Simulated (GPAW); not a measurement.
# Mg3CdS4 (ordered alloy, started on the rocksalt lattice) (Pm-3m): G0W0 on several meshes in GPAW

Wanted: mesh dependence and cost of G0W0 for Mg3CdS4 (ordered alloy, started on the rocksalt lattice) (Pm-3m).

Calculated with GPAW 26.7.0; PBE and many-body steps on it, plane waves.

This is a report of a sequence of runs, with most program output left out.

The structure was built from a prototype and need not be the compound's stable phase.

## 1. Set-up

The structure is cubic, space group Pm-3m (No. 221). Conventional cell: a = 5.306 Å, b = 5.306 Å, c = 5.306 Å, α = 90.00°, β = 90.00°, γ = 90.00°. Nearest to Mg lie 6 S at 2.65 Å. Nearest to S lie 4 Mg at 2.65 Å and 2 Cd at 2.65 Å. Nearest to Cd lie 6 S at 2.65 Å. S has 6 Mg at 2.65 Å nearest. Farther neighbours and most contacts between anions are not listed.

Structure file:

```xyz
8
Lattice="5.3061 0.0000 0.0000 0.0000 5.3061 0.0000 0.0000 0.0000 5.3061" Properties=species:S:1:pos:R:3 pbc="T T T"
Mg    2.6530    0.0000    0.0000
S     0.0000    2.6530    2.6530
Mg    0.0000    2.6530    0.0000
S     2.6530    0.0000    2.6530
Mg    0.0000    0.0000    2.6530
S     2.6530    2.6530    0.0000
Cd    2.6530    2.6530    2.6530
S     0.0000    0.0000    0.0000
```

The structure was relaxed with PBE. The structure type comes from a generator and need not be one that this composition takes. The runs that relaxed it are not among those shown.

## 2. Empty states on the mesh, 2×2×2 mesh, 512 bands

This step: GPAW 26.7.0; DFT, PBE, plane waves, PAW.

The sums over transitions need many empty states on a uniform mesh; this step solves for them.

run.py reads:

```python
import json
import numpy as np
from gpaw.mpi import world
from gpaw import GPAW

calc = GPAW('gs.gpw').fixed_density(kpts={'size': (2, 2, 2), 'gamma': True},
    parallel={'domain': 1, 'band': 1},
    txt='nscf.txt')
calc.diagonalize_full_hamiltonian(nbands=512)
calc.write('full.gpw', mode='all')
res = {}
kpts = calc.get_ibz_k_points()
res['kpts'] = kpts
res['eigenvalues'] = [calc.get_eigenvalues(kpt=k) for k in range(len(kpts))]
res['n_electrons'] = calc.get_number_of_electrons()

if world.rank == 0:
    with open('result.json', 'w') as f:
        json.dump(res, f, default=lambda x: x.tolist())
```

The run is started by

```console
$ mpirun -n 4 gpaw python run.py
```

It took 48 s on 4 MPI ranks of Arm Neoverse V1, shared host; peak memory 3.4 GiB.

This step gave:

```
gap                                                           : 0.4888 eV
k of the valence top                                          : 0.5, 0.5, 0.5
k of the conduction bottom                                    : 0, 0, 0
least direct gap                                              : 1.227 eV
k points computed                                             : 4
lowest point of the top converged band, above the valence top : 116.4264 eV
```

On this mesh the gap is 0.489 eV.

## 3. 2×2×2

G0W0 replaces the xc potential by the self-energy, built once from these orbitals. Only a window of levels is corrected, while the sums run over the empty bands that the input names.

This step: G0W0 on PBE, plane waves, PAW.

run.py reads:

```python
import json
import numpy as np
from gpaw.mpi import world
from gpaw.response.g0w0 import G0W0

gw = G0W0('full.gpw',
    filename='gw',
    kpts=[0, 3],
    bands=(31, 35),
    ecut=39,
    nbands=82,
    integrate_gamma='WS',
    ppa=True)
gw.calculate()
res = {mode: {k: v for k, v in r.items() if k != 'sigma_eskwn'}
       for mode, r in gw.all_results.items()}

if world.rank == 0:
    with open('result.json', 'w') as f:
        json.dump(res, f, default=lambda x: x.tolist())
```

The run is started by

```console
$ mpirun -n 4 gpaw python run.py
```

Wall time 11 s (4 MPI ranks); peak memory 1.4 GiB; 44 s of CPU time.

Numbers from this step:

```
G0W0 gap on the points computed              : 1.709 eV
least direct G0W0 gap on the computed points : 2.482 eV
Z at the valence top                         : 0.7916
Z at the conduction bottom                   : 0.8177
starting gap on the mesh                     : 0.4888 eV
k of the valence top                         : 0.5, 0.5, 0.5
k of the conduction bottom                   : 0, 0, 0
```

The gap on the mesh goes from 0.49 eV to 1.71 eV, a correction of +1.22 eV.

## 4. Empty states on the mesh, 4×4×4 mesh, 92 bands

This step: DFT, PBE, plane waves, PAW.

run.py reads:

```python
import json
import numpy as np
from gpaw.mpi import world
from gpaw import GPAW

calc = GPAW('gs.gpw').fixed_density(kpts={'size': (4, 4, 4), 'gamma': True},
    nbands=107,
    convergence={'bands': 92},
    txt='nscf.txt')
calc.write('full.gpw', mode='all')
res = {}
kpts = calc.get_ibz_k_points()
res['kpts'] = kpts
res['eigenvalues'] = [calc.get_eigenvalues(kpt=k) for k in range(len(kpts))]
res['n_electrons'] = calc.get_number_of_electrons()

if world.rank == 0:
    with open('result.json', 'w') as f:
        json.dump(res, f, default=lambda x: x.tolist())
```

The run is started by

```console
$ mpirun -n 4 gpaw python run.py
```

It took 36 s on 4 MPI ranks; peak memory 0.8 GiB.

Numbers from this step:

```
gap                                                           : 0.4888 eV
k of the valence top                                          : 0.5, 0.5, 0.5
k of the conduction bottom                                    : 0, 0, 0
least direct gap                                              : 1.227 eV
k points computed                                             : 10
lowest point of the top converged band, above the valence top : 23.40 eV
```

On this mesh the gap is 0.489 eV.

## 5. 4×4×4

This step: G0W0 on PBE, plane waves, PAW.

run.py reads:

```python
import json
import numpy as np
from gpaw.mpi import world
from gpaw.response.g0w0 import G0W0

gw = G0W0('full.gpw',
    filename='gw',
    kpts=[0, 9],
    bands=(31, 35),
    ecut=39,
    nbands=82,
    integrate_gamma='WS',
    ppa=True)
gw.calculate()
res = {mode: {k: v for k, v in r.items() if k != 'sigma_eskwn'}
       for mode, r in gw.all_results.items()}

if world.rank == 0:
    with open('result.json', 'w') as f:
        json.dump(res, f, default=lambda x: x.tolist())
```

The run is started by

```console
$ mpirun -n 4 gpaw python run.py
```

The job ended after 62 s (4 MPI ranks; peak memory 2 GiB).

This step gave:

* G0W0 gap on the points computed: 1.782 eV
* least direct G0W0 gap on the computed points: 2.549 eV
* Z at the valence top: 0.7968
* Z at the conduction bottom: 0.8230
* starting gap on the mesh: 0.4888 eV
* k of the valence top: 0.5, 0.5, 0.5
* k of the conduction bottom: 0, 0, 0

Against G0W0 in GPAW (2×2×2 mesh, 82 bands, screening to 39 eV, Godby-Needs plasmon pole), the gap moves by +0.073 eV.

## 6. The runs together

Times are wall times on 4 MPI ranks of Arm Neoverse V1, shared host, good to a factor of about two.

```
  run   mesh  bands  screening cutoff (eV)  DFT gap (eV)  gap on the mesh (eV)  direct (eV)  time
2×2×2  2×2×2     82                     39         0.489                 1.709        2.482  11 s
4×4×4  4×4×4     82                     39         0.489                 1.782        2.549  62 s
```

## 7. What came out

| Property | Result |
| --- | --- |
| 2×2×2 | 1.709 eV |
| 4×4×4 | 1.782 eV |
| known limits | not at the basis limit; no spin-orbit coupling; coarse k mesh |

In words: 4×4×4: +0.073 eV against 2×2×2. Bands and cutoff are finite, so the gap is not at the basis limit. The miss can reach some tenths of an eV and take either sign; the mesh is an error of its own. These stock PAW sets were not made for GW. In the G0W0 runs levels were corrected at 2 k points alone, so a gap called «on the mesh» is the least over those, and an edge elsewhere would be missed. The 2×2×2 mesh is coarse for this cell, which bears on the long-range parts of exchange and screening. Mesh or cutoff lie under what a gap needs, so these runs test behaviour and cost; their gaps are not to be quoted. The many-body steps are scalar-relativistic: spin-orbit coupling is not in them.

[Paths, hosts, dates, memory and timing lines, banners, echoed tables and standing remarks are left out of the program output.]

[Logs are printed without paths, hosts, clocks, repeated set-up lines and the standing remarks that a program may print on its own settings, such as how far it seeks lower states.]

[Runs of the session that timed out or met a known fault of the program may be left out.]

[Hosts, paths, dates, database ids (printed as entryN), source tags and the programs' standing remarks are cut or masked in the printed files.]
